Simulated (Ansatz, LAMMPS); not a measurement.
## Localised basis functions on glassy 68SiO2-14MgO-11ZnO-7BaO (mol %) (75 atoms)

Aim: test how closely localised support functions follow the reference on glassy 68SiO2-14MgO-11ZnO-7BaO (mol %) (75 atoms), and at what cost. A setting counts as converged where the r.m.s. difference of forces stays under 1 % of the r.m.s. force.

Method: Kohn-Sham DFT, PBE, PAW (set soft_2), plane waves, in Ansatz 0.2.0.

## (1) The structure

The cell holds 75 atoms: 19 Si, 4 Mg, 3 Zn, 2 Ba and 47 O. Its edges and angles: a = 10.307 Å, b = 10.307 Å, c = 10.307 Å, α = 90.0°, β = 90.0°, γ = 90.0°. 75 atoms (19 Si, 4 Mg, 3 Zn, 2 Ba, 47 O) placed at random at 2.81 g/cm³, melted at 4000 K for 10 ps at fixed volume with the Morse and Coulomb pair potential with partial charges (Pedone, Malavasi, Menziani, Cormack and Segre, J. Phys. Chem. B 110, 11780 (2006)). Quenched from 4000 K to 300 K at 25 K/ps and fixed volume, held 5 ps, then minimised at fixed cell.

Before any run, some limits are plain. The quench rate of 25 K/ps is many orders above laboratory rates, so the cell is likely richer in defects and strain than a real sample. The network of bonds at the start is that of the classical potential that made the cell, and needn't be the one that DFT or experiment would give. Sampling is at Γ alone, for a cell whose shortest periodic width is 10 Å. Spin–orbit coupling is left out, which matters for the levels of the heavy elements.

## (2) Making the structure

A classical potential makes the cell, at a small fraction of what the same run would cost in DFT.

This step: classical MD, Morse and Coulomb pair potential with partial charges (Pedone, Malavasi, Menziani, Cormack and Segre, J. Phys. Chem. B 110, 11780 (2006)) (LAMMPS 22 Jul 2025 - Update 4).

Contents of in.lmp:

```
# melt-quench of Si19Mg4Zn3Ba2O47
units metal
atom_style charge
boundary p p p
region box block 0 10.3070 0 10.3070 0 10.3070
create_box 5 box
mass 1 28.0850   # Si
mass 2 24.3050   # Mg
mass 3 65.3800   # Zn
mass 4 137.3270   # Ba
mass 5 15.9990   # O
create_atoms 1 random 19 432044 NULL overlap 1.5 maxtry 2000
create_atoms 2 random 4 432051 NULL overlap 1.5 maxtry 2000
create_atoms 3 random 3 432058 NULL overlap 1.5 maxtry 2000
create_atoms 4 random 2 432065 NULL overlap 1.5 maxtry 2000
create_atoms 5 random 47 432072 NULL overlap 1.5 maxtry 2000
pair_style hybrid/overlay pedone 5.5 coul/long 8.0
pair_coeff * * coul/long
pair_coeff 1 5 pedone 0.340554 2.006700 2.100000 1   # Si-O
pair_coeff 2 5 pedone 0.038908 2.281000 2.586153 5   # Mg-O
pair_coeff 3 5 pedone 0.001221 3.150679 2.851850 1   # Zn-O
pair_coeff 4 5 pedone 0.065011 1.547596 3.393410 5   # Ba-O
pair_coeff 5 5 pedone 0.042395 1.379316 3.618701 22   # O-O
set type 1 charge 2.4
set type 2 charge 1.2
set type 3 charge 1.2
set type 4 charge 1.2
set type 5 charge -1.2
kspace_style pppm 1.0e-4
neigh_modify delay 0 every 1 check yes
thermo_style custom step time temp pe press density
thermo_modify norm yes
timestep 0.002
thermo 100
# [... 18 lines left out ...]
thermo 1250
fix md all nvt temp 300 300 0.2
run 2500 post no
unfix md
thermo 100
min_style cg
minimize 0 1e-3 2000 20000
write_dump all custom glass.dump id type xs ys zs modify sort id
```

Run with:

```
$ lmp -in in.lmp -log none -nocite
```

The program printed:

```text
LAMMPS (22 Jul 2025 - Update 4)
Created orthogonal box = (0 0 0) to (10.307 10.307 10.307)
Created 19 atoms
Created 4 atoms
Created 3 atoms
Created 2 atoms
Created 47 atoms
PPPM initialization ...
  G vector (1/distance) = 0.38751256
  grid = 12 12 12
  estimated relative force accuracy = 4.4424334e-05
   Step          Time           Temp          PotEng         Press         Density
         0   0              0             -2.5760907      532305.71      2.8110206
        75   0.15           0             -15.166416     -19194.128      2.8110206
Loop time of 0.0660129 s on 1 MPI rank(s) for 75 steps with 75 atoms
Minimization stats:
  Stopping criterion = energy tolerance
  Energy initial, next-to-last, final =
     -2.57609074952125  -15.1649982476758  -15.1664155990561
  Force two-norm initial, final = 249.50563 2.3132249
  Iterations, force evaluations = 75 94
   Step          Time           Temp          PotEng         Press         Density
[... 12 lines left out ...]
[... 1 line left out ...]
Loop time of 3.00078 s on 1 MPI rank(s) for 5000 steps with 75 atoms
   Step          Time           Temp          PotEng         Press         Density
[... 12 lines left out ...]
Loop time of 43.1046 s on 1 MPI rank(s) for 74000 steps with 75 atoms
   Step          Time           Temp          PotEng         Press         Density
[... 1 line left out ...]
     81250   162.5          271.51841     -15.323128     -27802.808      2.8110206
     82500   165            303.89366     -15.316767     -15237.541      2.8110206
Loop time of 1.40422 s on 1 MPI rank(s) for 2500 steps with 75 atoms
   Step          Time           Temp          PotEng         Press         Density
     82500   165            303.89366     -15.316767     -15237.541      2.8110206
     82518   165.036        303.89366     -15.356479     -21782.864      2.8110206
Loop time of 0.0465942 s on 1 MPI rank(s) for 18 steps with 75 atoms
Minimization stats:
  Stopping criterion = linesearch alpha is zero
  Energy initial, next-to-last, final =
     -15.3167671804904  -15.3564787575889  -15.3564787575889
  Force two-norm initial, final = 12.193102 0.38983723
  Iterations, force evaluations = 18 69
```

Run time: 48 s. Hardware: 1 thread of Arm Neoverse N1, shared host; peak memory 0.07 GiB.

## (3) Plane-wave single point

The first run fixes the reference, at a cutoff of 420 eV.

Contents of input.yaml:

```yaml
crystal:
  lattice:
    - [10.307, 0.0, 0.0]
    - [0.0, 10.307, 0.0]
    - [0.0, 0.0, 10.307]
  atoms:
    - { symbol: Si, position: [0.45678, 0.85698, 0.37421] }
    - { symbol: Si, position: [0.0285, 0.84179, 0.44479] }
    - { symbol: Si, position: [0.26302, 0.65351, 0.50935] }
    - { symbol: Si, position: [0.70997, 0.48564, 0.13608] }
    - { symbol: Si, position: [0.38211, 0.12329, 0.04015] }
    - { symbol: Si, position: [0.77841, 0.62805, 0.67505] }
    - { symbol: Si, position: [0.63374, 0.41474, 0.84128] }
    - { symbol: Si, position: [0.71419, 0.10914, 0.81809] }
    - { symbol: Si, position: [0.26071, 0.04959, 0.46488] }
    - { symbol: Si, position: [0.44455, 0.82071, 0.07613] }
    - { symbol: Si, position: [0.25376, 0.46146, 0.26648] }
    - { symbol: Si, position: [0.08385, 0.1135, 0.06955] }
    - { symbol: Si, position: [0.24304, 0.60791, 0.00237] }
    - { symbol: Si, position: [0.50728, 0.28464, 0.26796] }
    - { symbol: Si, position: [0.96539, 0.35078, 0.21437] }
    - { symbol: Si, position: [0.15995, 0.28398, 0.58901] }
    - { symbol: Si, position: [0.73051, 0.88608, 0.03857] }
    - { symbol: Si, position: [0.01434, 0.07887, 0.77167] }
    - { symbol: Si, position: [0.33656, 0.4634, 0.7494] }
    - { symbol: Mg, position: [0.71132, 0.90673, 0.59119] }
    - { symbol: Mg, position: [0.43675, 0.15762, 0.705] }
    - { symbol: Mg, position: [0.91705, 0.62251, 0.95005] }
    - { symbol: Mg, position: [0.75935, 0.76354, 0.32389] }
    - { symbol: Zn, position: [0.00776, 0.79864, 0.12437] }
    - { symbol: Zn, position: [0.92009, 0.46435, 0.48203] }
    - { symbol: Zn, position: [0.05238, 0.75753, 0.7176] }
    - { symbol: Ba, position: [0.78316, 0.10298, 0.36642] }
    - { symbol: Ba, position: [0.44234, 0.84456, 0.75443] }
    - { symbol: O, position: [0.34957, 0.72602, 0.9911] }
    - { symbol: O, position: [0.68569, 0.74816, 0.69691] }
    - { symbol: O, position: [0.3703, 0.76312, 0.47318] }
    - { symbol: O, position: [0.07169, 0.97164, 0.11765] }
    - { symbol: O, position: [0.81339, 0.60866, 0.52628] }
    - { symbol: O, position: [0.98894, 0.21124, 0.15044] }
    - { symbol: O, position: [0.44778, 0.7975, 0.22885] }
    - { symbol: O, position: [0.85684, 0.09274, 0.75341] }
    - { symbol: O, position: [0.13119, 0.96, 0.43976] }
    - { symbol: O, position: [0.86917, 0.44055, 0.1221] }
    - { symbol: O, position: [0.61652, 0.04983, 0.71081] }
    - { symbol: O, position: [0.12302, 0.73232, 0.53755] }
    - { symbol: O, position: [0.71732, 0.496, 0.73726] }
    - { symbol: O, position: [0.58789, 0.81689, 0.01438] }
    - { symbol: O, position: [0.07962, 0.18039, 0.6726] }
    - { symbol: O, position: [0.71961, 0.01776, 0.94642] }
    - { symbol: O, position: [0.71314, 0.6192, 0.20491] }
    - { symbol: O, position: [0.07746, 0.40757, 0.56166] }
    - { symbol: O, position: [0.99213, 0.77147, 0.3143] }
    - { symbol: O, position: [0.39487, 0.96566, 0.04927] }
    - { symbol: O, position: [0.55442, 0.22029, 0.39482] }
    - { symbol: O, position: [0.28276, 0.53682, 0.13185] }
    - { symbol: O, position: [0.21288, 0.20002, 0.46588] }
    - { symbol: O, position: [0.89465, 0.88847, 0.50814] }
    - { symbol: O, position: [0.28682, 0.33438, 0.67614] }
    - { symbol: O, position: [0.23408, 0.16192, 0.07803] }
    - { symbol: O, position: [0.89202, 0.33993, 0.34779] }
    - { symbol: O, position: [0.37048, 0.98902, 0.3706] }
    - { symbol: O, position: [0.4121, 0.15828, 0.89421] }
    - { symbol: O, position: [0.37304, 0.3658, 0.28606] }
    - { symbol: O, position: [0.31434, 0.58391, 0.6426] }
    - { symbol: O, position: [0.74439, 0.91786, 0.1879] }
    - { symbol: O, position: [0.32595, 0.03432, 0.60606] }
    - { symbol: O, position: [0.67701, 0.26219, 0.83935] }
    - { symbol: O, position: [0.10704, 0.41067, 0.2416] }
    - { symbol: O, position: [0.62148, 0.38193, 0.20962] }
    - { symbol: O, position: [0.48386, 0.43848, 0.79497] }
    - { symbol: O, position: [0.91245, 0.6453, 0.75756] }
    - { symbol: O, position: [0.25901, 0.51632, 0.87476] }
    - { symbol: O, position: [0.09858, 0.66147, 0.01182] }
    - { symbol: O, position: [0.47812, 0.18661, 0.14552] }
    - { symbol: O, position: [0.84861, 0.79366, 0.00359] }
    - { symbol: O, position: [0.66365, 0.47941, 0.98234] }
    - { symbol: O, position: [0.06361, 0.93554, 0.75373] }
    - { symbol: O, position: [0.59971, 0.8669, 0.42996] }
    - { symbol: O, position: [0.25105, 0.56066, 0.38882] }
    - { symbol: O, position: [0.04306, 0.12458, 0.91846] }
kpoints:
  mp_grid: { grid: [1, 1, 1] }
hamiltonian:
  xc: pbe
scf:
  occupations: { method: fixed }
output:
  forces: true
  stress: true
  populations: intrinsic
  dos:
    method: { smearing: { sigma: 0.08 } }
    de: 0.1
    projected: { site_lists: { Ba: [Ba], Mg: [Mg], O: [O], Si: [Si], Zn: [Zn] } }
  eigenvalues: true
  write_density: true
  write_potential: true
  volumetric_format: npy
```

Run with:

```
$ ansatz run input.yaml --threads 4 --pin off --max-ram 8192MiB --backend cpu --events-out ev --progress --plain --runs-dir out
```

The program printed:

```text
Engine: ansatz 0.2.0, aarch64-unknown-linux-gnu
Pseudopotentials: kind: paw
Pseudopotential: Si, paw, valence charge 4, recommended cutoff 420 eV (normal), Si.paw.azcp
Pseudopotential: Mg, paw, valence charge 10, recommended cutoff 420 eV (normal), Mg.paw.azcp
Pseudopotential: Zn, paw, valence charge 12, recommended cutoff 420 eV (normal), Zn.paw.azcp
Pseudopotential: Ba, paw, valence charge 10, recommended cutoff 420 eV (normal), Ba.paw.azcp
Pseudopotential: O, paw, valence charge 6, recommended cutoff 420 eV (normal), O.paw.azcp
[... 5 lines on functional and potentials left out ...]
Crystal: 75 atoms, lattice volume = 1094.956 Å³
Basis set: ecut = 420 eV, 21367 PW (Γ), exchange–correlation on 144×144×144 points (8 copies of the dense FFT grid, shifted against one another)
Bands: 302, of which v1, the nominal top of the filled ones, is band 227 counted from 1 (226 counted from 0)
Symmetry: 1 space group operations
Space group: P1 (ITA 1), of the structure as read, at distance tolerance 1.0e-4 Å
k-points: 1
[... 11 lines on functional and potentials left out ...]
Initial density: superposition of atomic densities (neutral atoms: chi_scale 0, normalization atom), corrected by the library's trained network
Initial wavefunctions: pseudopotential atomic-orbital guess
Functional: x = pbe(κ = 0.804, μ = 0.219515), c = pbe(β = 0.066725)
SCF iter   1: F=—  HF=-68376.619402 eV  |F-HF|=—  |Δ(HF+E_count)|=         —  Δρ=2.36e-3  dr2=1.28e-1  ethr=1.77e-3  ⟨swp⟩=4.0  Hψ=1162  notcnv=0  defer=73
preconditioner: auto → Resta (q_TF=auto, 2.356 Å⁻¹)  ε∞=3.3  [insulator: Δε(μ)=2.715 eV  Ē_g=15.075 eV  n_scr=250 (ndim 8)  ℏωp=22.9 eV  f_vac=0.172  ε∞_Penn≈3.3]
SCF iter   2: F=—  HF=-68376.602868 eV  |F-HF|=—  |Δ(HF+E_count)|=   1.65e-2  Δρ=1.25e-3  dr2=3.48e-2  ethr=2.82e-5  ⟨swp⟩=2.0  Hψ=573  notcnv=0  defer=73
SCF iter   3: F=—  HF=-68376.598535 eV  |F-HF|=—  |Δ(HF+E_count)|=   4.33e-3  Δρ=6.78e-4  dr2=9.55e-3  ethr=7.66e-6  ⟨swp⟩=3.0  Hψ=408  notcnv=0  defer=73
SCF iter   4: F=—  HF=-68376.596671 eV  |F-HF|=—  |Δ(HF+E_count)|=   1.86e-3  Δρ=2.38e-4  dr2=7.65e-4  ethr=2.10e-6  ⟨swp⟩=3.0  Hψ=407  notcnv=0  defer=73
SCF iter   5: F=—  HF=-68376.596789 eV  |F-HF|=—  |Δ(HF+E_count)|=   1.18e-4  Δρ=1.74e-4  dr2=2.56e-4  ethr=1.68e-7  ⟨swp⟩=2.0  Hψ=459  notcnv=0  defer=73
SCF iter   6: F=—  HF=-68376.596744 eV  |F-HF|=—  |Δ(HF+E_count)|=   4.49e-5  Δρ=4.43e-5  dr2=1.99e-5  ethr=5.64e-8  ⟨swp⟩=2.0  Hψ=443  notcnv=0  defer=69
SCF iter   7: F=—  HF=-68376.599287 eV  |F-HF|=—  |Δ(HF+E_count)|=   2.54e-3  Δρ=2.19e-5  dr2=5.13e-6  ethr=4.37e-9  ⟨swp⟩=2.0  Hψ=529  notcnv=0  defer=68
SCF iter   8: F=—  HF=-68376.599290 eV  |F-HF|=—  |Δ(HF+E_count)|=   2.23e-6  Δρ=9.70e-6  dr2=1.07e-6  ethr=1.13e-9  ⟨swp⟩=2.0  Hψ=407  notcnv=0  defer=68
SCF iter   9: F=—  HF=-68376.599290 eV  |F-HF|=—  |Δ(HF+E_count)|=   4.57e-7  Δρ=3.45e-6  dr2=1.32e-7  ethr=2.35e-10  ⟨swp⟩=2.0  Hψ=410  notcnv=0  defer=68
SCF iter  10: F=-68376.599290 eV  HF=-68376.599290 eV  |F-HF|=6.07e-9  |Δ(HF+E_count)|=   7.66e-8  Δρ=1.76e-6  dr2=3.01e-8  ethr=2.20e-11  ⟨swp⟩=23.0  Hψ=3178  notcnv=0
SCF 1 converged in 10 iterations: F = -68376.599290 eV  dr2 = 3.01e-8
  greatest PAW one-centre occupation: 1.000 electrons in one spin orbital (limit 2), on the Mg atom at site 19 (counted from 0), in its partial waves of l = 0
WARN: The input density's exchange-correlation potential varies sharply where the density is thin. Do not read a vacuum level from v_tot or v_xc, or from such a field of the output density. On a cell that repeats whose density bears no net charge and no dipole along the vacuum's axis use v_es (v_loc + v_h of the components); [...]
SCF converged after 10 iterations
Free energy (F): -68376.599290 eV
Harris-Foulkes:  -68376.599290 eV  (|F-HF|=6.07e-9)
Internal energy: -68376.599290 eV  (E = F + TS)
E sigma→0 (E₀):  -68376.599290 eV
Fermi energy:    3.709819 eV
--- Per-component energies (eV) ---
  E_band       = -3167.620782
  E_kinetic    = 10261.462195
  E_local      = -40661.678836  (includes V_loc(G=0)·N_el)
  E_nonlocal   = 5070.143309
  E_hartree    = 15634.290704
  E_xc         = -5410.428263
  E_vxc        = -5930.529346  (∫ρ·V_xc dr)
  E_paw        = -34336.072408  (= ΣΔE_a)
  E_vpaw       = -3175.710544  (= ΣTr[D̂ρ^β])
  E_aug_tail   = 0.119313  (compensation charges beyond the density's cutoff)
  E_ewald      = -18934.435305
  E_smearing   = -0.000000  (= −TS)
  E_closure    = -0.000000  (closes the sum)
  Σ components = -68376.599290   (vs F -68376.599290, Δ=0.00e0)
--- Forces (eV/Å), atoms counted from 1 ---
  atom   1  Si    -2.05263046     0.31804291    -0.33949735
  atom   2  Si     1.15405979     0.50654231     0.06423548
  atom   3  Si     0.11135757     0.38195729    -0.45013475
  atom   4  Si     0.23529775    -1.10116406     0.30514891
  atom   5  Si    -0.58525953     0.04834911    -0.08703419
  atom   6  Si    -0.01877825    -0.36322463     0.28302812
  atom   7  Si     0.63619184     0.13563835     0.50298484
  atom   8  Si     0.90742862    -0.31684469     0.99060244
  atom   9  Si    -0.15989832    -0.92152244     1.21763837
  atom  10  Si     0.13169784     1.53113381     0.52400947
  atom  11  Si    -0.19577323    -0.16370319    -0.62835909
  atom  12  Si     0.90458920    -0.30395666    -0.96746890
  atom  13  Si     0.34327730    -0.01559388     0.36585250
  atom  14  Si    -0.12989576     0.53239887    -1.63992875
[...]
atom  74  O     -0.30876179    -0.43118643    -0.43132651
  atom  75  O     -0.29626228     0.88210734    -0.41851812
  max |Σ_I F_I| component: 6.88e-5 eV/Å
--- Stress (GPa, compression-positive) ---
        0.244246       1.586929      -1.421042
        1.586928       1.942399      -0.703808
       -1.421042      -0.703808       2.952200
  P = ⅓ Tr σ = 1.7129 GPa (17.129 kbar)
--- Band table (eV) ---
  k-point 0: bands = ["-71.2444", "-71.1221", "-70.7817", "-70.6196", [... 286 levels ...], "12.7153", "12.7336", "12.7587", "12.8206", "12.8987", "12.9056", "12.9239", "13.0173", "13.0422", "13.0933", "13.1405", "13.1784"]
--- intrinsic populations: 75 sites ---
  site symbol       q [e]
     0     Si      2.2695
     1     Si      2.3643
     2     Si      2.2679
[...]
74      O      6.9216
  spilling = 0.000000 (of n_electrons = 454.000000)
```

Wall time 26 s (4 threads of Arm Neoverse N1, shared host); peak memory 1.4 GiB; 98 s of CPU time.

The program notes that the exchange-correlation potential is rough where the density is thin.

Read from the output:

```
free energy                                      : -68376.5993 eV
free energy per atom                             : -911.6880 eV/atom
SCF cycles                                       : 10
pressure                                         : 1.713 GPa
r.m.s. force component                           : 0.8057 eV/Å
longest force                                    : 2.478 eV/Å
Fermi energy                                     : 3.71 eV
gap (highest filled to lowest empty level) : 2.53 eV
```

The r.m.s. force component of 0.81 eV/Å and the pressure of 1.7 GPa set the scale for the differences below.

## (4) Support functions low

The cell is solved in localised support functions.

This step: Kohn-Sham DFT, PBE, PAW (set soft_2), localised support functions (low) (Ansatz 0.2.0).

input.yaml, the sections that differ from step 3:

```yaml
scf:
  occupations: { method: fixed }
  eigensolver: { kind: { support_functions: { accuracy: low } } }
  max_iter: 150
output:
  forces: true
  eigenvalues: true
# crystal, kpoints, hamiltonian: as in step 3
```

The program printed:

```text
Warning: scf.eigensolver.kind.support_functions: disabling space-group detection — the functions' gradient is summed over unrotated k-points, so no spatial operation reduces the k-mesh or symmetrises the density; time reversal is kept, so that k and −k are solved as one point where they differ and the mesh holds both, and exact exchange and, on two spinor components, a DFT+U term hold to it where the run has them: [...]
settings of this run that can trade accuracy for cost: scf.eigensolver.kind.support_functions; scf.eigensolver.kind.support_functions.accuracy: low [...]
[...]
Crystal: 75 atoms, lattice volume = 1094.956 Å³
Basis set: ecut = 420 eV, 21367 PW (Γ), exchange–correlation on 150×150×150 points (8 copies of the dense FFT grid, shifted against one another)
Bands: 273, of which v1, the nominal top of the filled ones, is band 227 counted from 1 (226 counted from 0)
Symmetry: 1 space group operations
k-points: 1
[...]
SCF iter   1: F=—  HF=-68372.646647 eV  |F-HF|=—  |Δ(HF+E_count)|=         —  Δρ=1.08e-1  dr2=1.36e2  ethr=1.00e-1
[...]
SCF iter  13: F=—  HF=-68376.946942 eV  |F-HF|=—  |Δ(HF+E_count)|=   1.72e-3  Δρ=8.71e-5  dr2=7.40e-5  ethr=3.87e-8  κ⁻¹=5.2e-6(r=7)
SCF iter  14: F=-68376.948317 eV  HF=-68376.948326 eV  |F-HF|=9.57e-6  |Δ(HF+E_count)|=   1.38e-3  Δρ=2.61e-5  dr2=7.99e-6  ethr=1.63e-8
SCF 1 converged in 14 iterations: F = -68376.973168 eV  dr2 = 7.99e-6
[...]
SCF converged after 14 iterations
Stability not checked: this state was not tested for a lower state beside it, because the mixer in use, unlike msr1, does not test its closes by its own steps (another_mixer; see scf.mixing.algorithm and scf.lower_state_search)
Free energy (F): -68376.973168 eV
[...]
Internal energy: -68376.973168 eV  (E = F + TS)
E sigma→0 (E₀):  -68376.973168 eV
Fermi energy:    3.709938 eV
[...]
Σ components = -68376.973168   (vs F -68376.973168, Δ=0.00e0)
--- Forces (eV/Å), atoms counted from 1 ---
  atom   1  Si    -2.05165687     0.31978541    -0.34076098
  atom   2  Si     1.15465276     0.50669183     0.06370945
  atom   3  Si     0.10770179     0.38476129    -0.45050474
  atom   4  Si     0.23649135    -1.10011265     0.30482789
[...]
atom  75  O     -0.29611703     0.88261349    -0.41887187
  max |Σ_I F_I| component: 6.13e-3 eV/Å
--- Band table (eV) ---
[...]
```

It took 3.5 min on 4 threads; peak memory 3.4 GiB; 13 min of CPU time.

The program notes that the band table was not solved further than the SCF left it and it switched symmetry off.

Keys that differ from the reference: support_functions.accuracy = "low" and scf.max_iter = 150.

Forces differ from the reference by 1.1 meV/Å r.m.s., 0.13 % of their size, well within a tolerance of 1 %; the energy by -5.0 meV/atom. It took roughly 8.0 times the reference's time (one timing each, with unlike analyses asked), in 14 cycles against 10.

(Part 1 of 2 ends here.)

[Long decimals in the printed logs are rounded to 6 places.]

[Logs are printed without paths, hosts, clocks, repeated set-up lines and the standing remarks that a program may print on its own settings, such as how far it seeks lower states.]

[Hosts, paths, dates, database ids (printed as entryN), source tags and the programs' standing remarks are cut or masked in the printed files.]
